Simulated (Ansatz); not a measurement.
**(ZnS)1(CuCl)3 [001] superlattice, started as zinc blende: relaxing the cell for a phonon run**

Wanted: the relaxed cell of (ZnS)1(CuCl)3 [001] superlattice, started as zinc blende.

Calculated with Ansatz 0.2.0; DFT PBE, scalar-relativistic, plane waves, PAW.

The structure was built from a prototype and need not be the compound's stable phase.

**1. Set-up**

It takes space group Pmm2 (No. 25, orthorhombic). The conventional cell has a = 3.825 Å, b = 3.825 Å, c = 10.820 Å, α = 90.00°, β = 90.00°, γ = 90.00°. Nearest to Cl lie 4 Cu at 2.34 Å. Cl has 4 Cu at 2.34 Å nearest. Cl has 2 Zn at 2.34 Å and 2 Cu at 2.34 Å nearest. Nearest to Cu lie 2 S at 2.34 Å and 2 Cl at 2.34 Å. Nearest to Cu lie 4 Cl at 2.34 Å. Cu has 4 Cl at 2.34 Å nearest. Farther neighbours and most contacts between anions are not listed.

**2. Probe on a coarse mesh**

First a cheap look: the gap decides the mesh and the occupations, the pressure tells how far the cell has to move.

input.yaml reads:

```yaml
crystal:
  lattice:
    - [2.705, 2.705, 0.0]
    - [-2.705, 2.705, 0.0]
    - [0.0, 0.0, 10.82]
  atoms:
    - { symbol: Cl, position: [1.0, 0.5, 0.375] }
    - { symbol: Cl, position: [0.5, 0.0, 0.625] }
    - { symbol: Cl, position: [1.0, 0.5, 0.875] }
    - { symbol: Cu, position: [0.5, 0.5, 0.25] }
    - { symbol: Cu, position: [0.0, 0.0, 0.5] }
    - { symbol: Cu, position: [0.5, 0.5, 0.75] }
    - { symbol: S, position: [0.5, 0.0, 0.125] }
    - { symbol: Zn, position: [0.0, 0.0, 0.0] }
kpoints:
  mp_grid: { grid: [6, 6, 2] }
hamiltonian:
  xc: pbe
scf:
  occupations: { method: gaussian, width: 0.1 }
output:
  forces: true
  stress: true
  eigenvalues: true
```

Launch:

```bash
$ ansatz run input.yaml --threads 8 --pin off --max-ram 14336MiB --backend cpu --events-out ev --progress --plain --runs-dir out
```

Numbers of over 12 decimals in the logs are rounded to 6 here.

Log:

```text
Engine: ansatz 0.2.0, x86_64-unknown-linux-gnu
Pseudopotentials: kind: paw
Pseudopotential: Cl, paw, valence charge 7, recommended cutoff 420 eV (normal), Cl.paw.azcp
Pseudopotential: Cu, paw, valence charge 19, recommended cutoff 420 eV (normal), Cu.paw.azcp
Pseudopotential: S, paw, valence charge 6, recommended cutoff 420 eV (normal), S.paw.azcp
[...]
k-point 0: bands = [... 44 lower, 6.7638, 7.2551, 7.3470, 7.7102, 7.7297, 9.7336, 10.2330, 10.6146, ... 4 higher]
  k-point 1: bands = [... 44 lower, 6.7975, 6.9699, 7.2973, 7.7075, 8.5095, 8.8919, 10.2657, 10.7319, ... 4 higher]
  k-point 2: bands = [... 44 lower, 6.6405, 7.1553, 7.2043, 7.3089, 8.5078, 10.0738, 10.3378, 10.9104, ... 4 higher]
  k-point 31: bands = [... 44 lower, 6.3028, 6.4416, 6.4651, 6.5996, 10.5269, 10.6994, 10.8056, 11.1543, ... 4 higher]
[key lines of the parts left out:]
SCF converged after 10 iterations
Free energy (F): -27338.645466 eV
Fermi energy:    7.803176 eV
P = ⅓ Tr σ = 0.6933 GPa (6.933 kbar)
```

Run time: 4 s. Hardware: 8 threads of Intel Xeon Platinum 8259CL at 2.50GHz (Skylake/Cascade Lake), shared host; peak memory 0.8 GiB; 28 s of CPU time.

This run has no spin polarisation, although Cu can carry a moment.

Numbers from this step:

```yaml
pressure: 0.6933 GPa
volume_per_atom: 19.79 Å³
gap_on_the_k_mesh: 0 eV
```

The coarse mesh shows no gap and a pressure of 0.7 GPa.

**3. Rough relaxation**

A rough relaxation comes first, because large forces or stress need no tight tolerances yet.

Changes to input.yaml since step 2:

```diff
@@ -24 +24,6 @@
   eigenvalues: true
+relax:
+  adjacent_minimum: "off"
+  f_tol: 0.05
+  max_steps: 80
+  cell: { stress_tol: 0.5 }
```

Log:

```text
[...]
Crystal: 8 atoms, lattice volume = 158.340 Å³
Basis set: ecut = 420 eV, 3061 PW (Γ), exchange–correlation on 54×54×150 points (8 copies of the dense FFT grid, shifted against one another)
Bands: 58, of which v1, the nominal top of the filled ones, is band 48 counted from 1 (47 counted from 0)
Symmetry: 4 space group operations
[...]
k-points: 32 of 72
[...]
- [-2.791242, 2.791242, 0]
    - [0, 0, 10.710116]
  atoms:
    - { symbol: Cl, position: [1.000000, 0.500000, 0.381022] }
    - { symbol: Cl, position: [0.5, 0, 0.629183] }
    - { symbol: Cl, position: [1.000000, 0.500000, 0.875318] }
    - { symbol: Cu, position: [0.500000, 0.5, 0.229141] }
    - { symbol: Cu, position: [0, 0, 0.489485] }
    - { symbol: Cu, position: [0.500000, 0.5, 0.739740] }
    - { symbol: S, position: [0.5, 0, 0.132880] }
    - { symbol: Zn, position: [0, 0, 0.023231] }
[key lines of the parts left out:]
SCF converged after 7 iterations
Free energy (F): -27338.996936 eV
Fermi energy:    7.246924 eV
P = ⅓ Tr σ = -0.0599 GPa (-0.599 kbar)
```

Run time: 30 s. Hardware: 8 threads; peak memory 0.89 GiB; 3.7 min of CPU time.

Step by step:

| step | energy less that of the first step (eV) | largest force component (eV/Å) | pressure (GPa) | volume (Å³) |
| --- | --- | --- | --- | --- |
| 1 | 0.0000 | 1.8150 | 0.69 | 158.34 |
| 2 | -0.1895 | 1.0160 | 0.46 | 159.23 |
| 3 | -0.3239 | 0.2529 | 0.25 | 161.09 |
| 4 | -0.3398 | 0.1059 | -0.08 | 162.64 |
| 5 | -0.3461 | 0.0944 | 0.37 | 161.58 |
| 6 | -0.3500 | 0.0256 | -0.05 | 162.98 |
| 7* | -0.3515 | 0.0258 | -0.06 | 162.98 |

Relaxation steps marked * repeat the geometry before them on a plane-wave basis chosen anew for their cell, so energy and pressure can jump there.

Forces are held to the 4 operations that the run works with; a distortion that breaks them can't arise in this run.

| conventional cell, symmetrised | before | after | change |
| --- | --- | --- | --- |
| a (Å) | 3.825 | 3.855 | +0.8 % |
| b (Å) | 3.825 | 3.947 | +3.2 % |
| c (Å) | 10.820 | 10.710 | -1.0 % |
| volume (Å³/atom) | 19.79 | 20.37 | +2.9 % |

The atoms that moved most (Å, as changes of fractional coordinates times the final cell):

| atom | dx | dy | dz | length |
| --- | --- | --- | --- | --- |
| Zn8 | 0.000 | 0.000 | 0.249 | 0.249 |
| Cu4 | 0.000 | 0.000 | -0.223 | 0.223 |
| Cu5 | 0.000 | 0.000 | -0.113 | 0.113 |
| Cu6 | 0.000 | 0.000 | -0.110 | 0.110 |
| S7 | 0.000 | 0.000 | 0.084 | 0.084 |
| Cl1 | 0.000 | 0.000 | 0.064 | 0.064 |
| Cl2 | 0.000 | 0.000 | 0.045 | 0.045 |

The relaxed structure:

```cif
data_structure
_symmetry_space_group_name_H-M 'P 1'
_symmetry_Int_Tables_number 1
_cell_length_a 3.8551
_cell_length_b 3.9474
_cell_length_c 10.7101
_cell_angle_alpha 90.000
_cell_angle_beta 90.000
_cell_angle_gamma 90.000
_cell_volume 162.98
loop_
_atom_site_label
_atom_site_type_symbol
_atom_site_fract_x
_atom_site_fract_y
_atom_site_fract_z
_atom_site_occupancy
Cl1 Cl 0.00000 0.50000 0.38102 1
Cl2 Cl 0.50000 0.00000 0.62918 1
Cl3 Cl 0.00000 0.50000 0.87532 1
Cu4 Cu 0.50000 0.50000 0.22914 1
Cu5 Cu 0.00000 0.00000 0.48949 1
Cu6 Cu 0.50000 0.50000 0.73974 1
S7 S 0.50000 0.00000 0.13288 1
Zn8 Zn 0.00000 0.00000 0.02323 1
```

A gap read on the k-mesh alone can miss the band edges.

This step gave:

| Property | Result |
| --- | --- |
| pressure | -0.05992 GPa |
| volume per atom | 20.37 Å³ |
| gap on the k-mesh | 0.4296 eV |
| direct gap on mesh | 0.4296 eV |

In this step the volume went from 19.79 to 20.37 Å³/atom.

**4. Bringing the structure to rest**

The cell and atoms are relaxed, since residual forces and stress would shift the frequencies.

input.yaml reads:

```yaml
crystal:
  lattice:
    - [2.7259581262, 2.7259581262, 0.0]
    - [-2.7912416067, 2.7912416067, 0.0]
    - [0.0, 0.0, 10.7101159532]
  atoms:
    - { symbol: Cl, position: [1.0, 0.5, 0.3810217656] }
    - { symbol: Cl, position: [0.5, 0.0, 0.6291827389] }
    - { symbol: Cl, position: [1.0, 0.5, 0.8753184987] }
    - { symbol: Cu, position: [0.5, 0.5, 0.2291410737] }
    - { symbol: Cu, position: [0.0, 0.0, 0.4894851218] }
    - { symbol: Cu, position: [0.5, 0.5, 0.7397401385] }
    - { symbol: S, position: [0.5, 0.0, 0.1328795335] }
    - { symbol: Zn, position: [0.0, 0.0, 0.0232311293] }
kpoints:
  mp_grid: { grid: [8, 8, 4] }
hamiltonian:
  xc: pbe
scf:
  occupations: { method: gaussian, width: 0.02 }
output:
  forces: true
  stress: true
  eigenvalues: true
relax:
  adjacent_minimum: "off"
  f_tol: 0.005
  max_steps: 80
  cell: { stress_tol: 0.05 }
```

Log:

```text
[...]
Crystal: 8 atoms, lattice volume = 162.982 Å³
Basis set: ecut = 420 eV, 3183 PW (Γ), exchange–correlation on 54×54×144 points (8 copies of the dense FFT grid, shifted against one another)
Bands: 58, of which v1, the nominal top of the filled ones, is band 48 counted from 1 (47 counted from 0)
Symmetry: 4 space group operations
[...]
k-points: 75 of 256 (time reversal used)
[...]
SCF iter   1: F=—  HF=-27339.001741 eV  |F-HF|=—  |Δ(HF+E_count)|=         —  Δρ=1.66e-3  dr2=1.54e-2  ethr=1.77e-3  ⟨swp⟩=6.8  Hψ=17293  notcnv=0  defer=12
[...]
SCF iter  11: F=-27338.999373 eV  HF=-27338.999373 eV  |F-HF|=1.50e-8  |Δ(HF+E_count)|=   1.71e-8  Δρ=3.37e-6  dr2=2.01e-8  ethr=1.04e-10  ⟨swp⟩=9.5  Hψ=17807  notcnv=0
SCF 1 converged in 11 iterations: F = -27338.999373 eV  dr2 = 2.01e-8
[...]
relax step   1: F+E_penalty+E_count = -27338.99937334 eV  Δ(F+E_penalty+E_count) = +0.000e0 eV  max|allowed force component| = 2.467e-2 eV/Å  Δτ_max = 0.0000 Å  P = -0.061 GPa  Ω = 162.982 Å³  (11 SCF iters, dr2 threshold 1.00e-7 eV, accepted)
Crystal: 8 atoms, lattice volume = 162.903 Å³
[...]
SCF iter   6: F=-27338.999546 eV  HF=-27338.999546 eV  |F-HF|=2.35e-8  |Δ(HF+E_count)|=   3.97e-8  Δρ=5.23e-6  dr2=3.37e-8  ethr=4.76e-11  ⟨swp⟩=3.1  Hψ=16655  notcnv=0
SCF 2 converged in 6 iterations: F = -27338.999546 eV  dr2 = 3.37e-8
[...]
relax step   2: F+E_penalty+E_count = -27338.99954568 eV  Δ(F+E_penalty+E_count) = -1.723e-4 eV  max|allowed force component| = 1.482e-2 eV/Å  Δτ_max = 0.0016 Å  P = -0.033 GPa  Ω = 162.903 Å³  energy of the carried Pulay correction = +2.666e-5 eV  (6 SCF iters, dr2 threshold 4.57e-8 eV, accepted)
Crystal: 8 atoms, lattice volume = 162.809 Å³
Basis set: ecut = 420 eV, 3179 PW (Γ), exchange–correlation on 54×54×144 points (8 copies of the dense FFT grid, shifted against one another)
[...]
SCF iter   7: F=-27338.999653 eV  HF=-27338.999653 eV  |F-HF|=6.45e-9  |Δ(HF+E_count)|=  2.95e-10  Δρ=3.01e-6  dr2=1.17e-8  ethr=1.50e-11  ⟨swp⟩=2.9  Hψ=15700  notcnv=0
SCF 3 converged in 7 iterations: F = -27338.999653 eV  dr2 = 1.17e-8
relax step   3: F+E_penalty+E_count = -27338.99965331 eV  Δ(F+E_penalty+E_count) = -1.076e-4 eV  max|allowed force component| = 4.746e-3 eV/Å  Δτ_max = 0.0029 Å  P = +0.002 GPa  Ω = 162.809 Å³  energy of the carried Pulay correction = +5.817e-5 eV  (7 SCF iters, dr2 threshold 1.44e-8 eV, accepted)
[...]
SCF iter   1: F=—  HF=-27338.999615 eV  |F-HF|=—  |Δ(HF+E_count)|=         —  Δρ=4.27e-6  dr2=1.28e-8  ethr=1.40e-7  ⟨swp⟩=3.1  Hψ=29454  notcnv=0
eigensolver tolerance schedule: the retry pair's looser diagonalisation over-reported the residual by 10465.28 of it (diagonalisation noise at 0.89 of the residual, at the tolerance the schedule requests for it); recorded, not acted on — ethr = c·dr2/N_el stays at c = 1.0e-1
[...]
SCF iter   2: F=—  HF=-27338.999576 eV  |F-HF|=—  |Δ(HF+E_count)|=   3.82e-5  Δρ=5.92e-6  dr2=3.59e-8  ethr=1.34e-11  ⟨swp⟩=3.0  Hψ=10233  notcnv=0
[...]
SCF iter   8: F=-27338.999576 eV  HF=-27338.999576 eV  |F-HF|=7.28e-12  |Δ(HF+E_count)|=  2.55e-11  Δρ=9.93e-8  dr2=1.41e-11  ethr=1.00e-12  ⟨swp⟩=4.0  Hψ=13984  notcnv=0
SCF 4 converged in 8 iterations: F = -27338.999576 eV  dr2 = 1.41e-11
relax step   4: F+E_penalty+E_count = -27338.99957628 eV  Δ(F+E_penalty+E_count) = +7.703e-5 eV  max|allowed force component| = 4.750e-3 eV/Å  Δτ_max = 0.0000 Å  P = +0.002 GPa  Ω = 162.809 Å³  stress off target by 7.54e-3 GPa  SCF on the basis re-selected at this cell (its energy is not comparable with the rows above)  (8 SCF iters)
basis re-selected at this cell: Δ(F+E_penalty+E_count) = +7.703e-5 eV, ΔP = +0.000 GPa vs the last step (what re-selecting the basis moved, of the pressure what is left beyond the Pulay correction that the steps carried, after the strain that the cell walked since its last selection, with what the two solves' SCF thresholds leave and, on support functions, any second-order correction that the steps lacked; it is no m [...]
SCF converged after 8 iterations
Free energy (F): -27338.999576 eV
[...]
Internal energy: -27338.999576 eV  (E = F + TS)
E sigma→0 (E₀):  -27338.999576 eV
Fermi energy:    7.259445 eV
[...]
--- Forces (eV/Å), atoms counted from 1 ---
  atom   1  Cl     0.00000000     0.00000000    -0.00019484
  atom   2  Cl     0.00000000    -0.00000000     0.00142091
  atom   3  Cl     0.00000000    -0.00000000     0.00219966
  atom   4  Cu     0.00000000    -0.00000000    -0.00436226
  atom   5  Cu     0.00000000     0.00000000     0.00106052
  atom   6  Cu     0.00000000     0.00000000    -0.00301038
  atom   7  S     -0.00000000    -0.00000000     0.00475032
  atom   8  Zn     0.00000000     0.00000000    -0.00186409
  max |Σ_I F_I| component: 1.64e-7 eV/Å
--- Stress (GPa, compression-positive) ---
        0.003784       0.003760       0.000000
        0.003760       0.003784       0.000000
        0.000000       0.000000      -0.001826
  P = ⅓ Tr σ = 0.0019 GPa (0.019 kbar)
--- Band table (eV; the first three rows and the last of 75) ---
  k-point 0: bands = [... 44 lower, 6.5087, 6.6535, 6.8008, 7.0436, 7.4753, 9.4345, 9.7994, 10.2163, ... 6 higher]
  k-point 1: bands = [... 44 lower, 6.5471, 6.6335, 6.6888, 7.0204, 7.7560, 9.1291, 9.7899, 10.2985, ... 6 higher]
  k-point 2: bands = [... 44 lower, 6.5868, 6.6028, 6.6104, 6.9941, 8.1426, 8.7096, 9.7989, 10.3910, ... 6 higher]
  k-point 74: bands = [... 44 lower, 5.8093, 5.9060, 6.1255, 6.1549, 9.4519, 10.0492, 10.9340, 10.9702, ... 6 higher]
--- Relaxed structure (3 steps of the walk, 3 accepted, 1 SCFs on fresh bases) ---
[...]
cell:  # Å, volume = 162.8090 Å³
    - [2.728687, 2.728687, 0]
    - [-2.788620, 2.788620, 0]
    - [0, 0, 10.698065]
  atoms:
    - { symbol: Cl, position: [1.0, 0.5, 0.381433] }
    - { symbol: Cl, position: [0.500000, 0, 0.628838] }
    - { symbol: Cl, position: [1.0, 0.5, 0.875376] }
    - { symbol: Cu, position: [0.500000, 0.500000, 0.229118] }
    - { symbol: Cu, position: [0, 0, 0.489821] }
    - { symbol: Cu, position: [0.500000, 0.500000, 0.739614] }
    - { symbol: S, position: [0.500000, 0, 0.132635] }
    - { symbol: Zn, position: [0, 0, 0.023164] }
```

It took 38 s on 8 threads; peak memory 1.1 GiB; 4.8 min of CPU time.

Step by step:

| step | energy less that of the first step (eV) | largest force component (eV/Å) | pressure (GPa) | volume (Å³) |
| --- | --- | --- | --- | --- |
| 1 | 0.0000 | 0.0247 | -0.06 | 162.98 |
| 2 | -0.0002 | 0.0148 | -0.03 | 162.90 |
| 3 | -0.0003 | 0.0047 | 0.00 | 162.81 |
| 4* | -0.0002 | 0.0047 | 0.00 | 162.81 |

Relaxation steps marked * repeat the geometry before them on a plane-wave basis chosen anew for their cell, so energy and pressure can jump there.

Forces are held to the 4 operations that the run works with; a distortion that breaks them can't arise in this run.

| conventional cell, symmetrised | before | after | change |
| --- | --- | --- | --- |
| a (Å) | 3.855 | 3.859 | +0.1 % |
| b (Å) | 3.947 | 3.944 | -0.1 % |
| c (Å) | 10.710 | 10.698 | -0.1 % |
| volume (Å³/atom) | 20.37 | 20.35 | -0.1 % |

This step gave:

```
pressure           : 0.001914 GPa
gap on the k-mesh  : 0.4317 eV
volume per atom    : 20.35 Å³
direct gap on mesh : 0.4317 eV
```

In this step the volume went from 20.37 to 20.35 Å³/atom.

**5. Tight relaxation**

Phonons need a cell at rest on their own settings, so the relaxation is repeated with tight tolerances on forces and stress on the k mesh and occupations of the first response run.

input.yaml reads:

```yaml
crystal:
  lattice:
    - [2.7286874311, 2.7286874311, 0.0]
    - [-2.7886196348, 2.7886196348, 0.0]
    - [0.0, 0.0, 10.6980652002]
  atoms:
    - { symbol: Cl, position: [1.0, 0.5, 0.3814327088] }
    - { symbol: Cl, position: [0.5, 0.0, 0.6288375654] }
    - { symbol: Cl, position: [1.0, 0.5, 0.8753762205] }
    - { symbol: Cu, position: [0.5, 0.5, 0.2291184485] }
    - { symbol: Cu, position: [0.0, 0.0, 0.4898210519] }
    - { symbol: Cu, position: [0.5, 0.5, 0.7396144448] }
    - { symbol: S, position: [0.5, 0.0, 0.1326352946] }
    - { symbol: Zn, position: [0.0, 0.0, 0.0231642656] }
kpoints:
  mp_grid: { grid: [8, 8, 4] }
hamiltonian:
  xc: pbe
scf:
  occupations: { method: fixed }
output:
  forces: true
  stress: true
  eigenvalues: true
relax:
  adjacent_minimum: "off"
  f_tol: 0.001
  max_steps: 60
  cell: { stress_tol: 0.01 }
```

Log:

```text
[...]
Crystal: 8 atoms, lattice volume = 162.809 Å³
Basis set: ecut = 420 eV, 3179 PW (Γ), exchange–correlation on 54×54×144 points (8 copies of the dense FFT grid, shifted against one another)
Bands: 58, of which v1, the nominal top of the filled ones, is band 48 counted from 1 (47 counted from 0)
Symmetry: 4 space group operations
[...]
- [2.728855, 2.728855, 0]
    - [-2.789319, 2.789319, 0]
    - [0, 0, 10.696127]
  atoms:
    - { symbol: Cl, position: [1.000000, 0.5, 0.381495] }
    - { symbol: Cl, position: [0.5, 0, 0.628900] }
    - { symbol: Cl, position: [1.000000, 0.5, 0.875473] }
    - { symbol: Cu, position: [0.5, 0.5, 0.228972] }
    - { symbol: Cu, position: [0, 0, 0.489808] }
    - { symbol: Cu, position: [0.5, 0.5, 0.739466] }
    - { symbol: S, position: [0.5, 0, 0.132710] }
    - { symbol: Zn, position: [0, 0, 0.023175] }
[key lines of the parts left out:]
SCF converged after 8 iterations
Free energy (F): -27338.999584 eV
Fermi energy:    7.040220 eV
P = ⅓ Tr σ = 0.0003 GPa (0.003 kbar)
```

Wall time 81 s (8 threads); peak memory 1.1 GiB; 10 min of CPU time.

Little changed from the start: no atom moved by 0.005 Å and no cell edge by 0.1 %.

Numbers from this step:

```
pressure           : 3.46e-4 GPa
gap on the k-mesh  : 0.4340 eV
direct gap on mesh : 0.4340 eV
```

The largest force component left is 0.43 meV/Å and the pressure is 0.000 GPa, within the tolerances set. The cell now holds 20.35 Å³/atom.

**6. Summary of results**

| Quantity | Value |
| --- | --- |
| space group after relaxation (within 0.01 Å) | Pmm2 |
| lattice constant a | 3.859 Å |
| lattice constant b | 3.945 Å |
| lattice constant c | 10.696 Å |
| volume per atom | 20.4 Å³ |
| gap on the k-mesh | 0.434 eV |

In words: The largest force component left is 0.43 meV/Å and the pressure is 0.000 GPa, within the tolerances set. The cell now holds 20.35 Å³/atom. The relaxation keeps the symmetry of its start, so it says nothing on stability against lower symmetry. The starting cell was built on a prototype and not taken from a measurement, so the phase need not exist.

[Logs are printed without paths, hosts, clocks, repeated set-up lines and the standing remarks that a program may print on its own settings, such as how far it seeks lower states.]

[Hosts, paths, dates, database ids (printed as entryN), source tags and the programs' standing remarks are cut or masked in the printed files.]
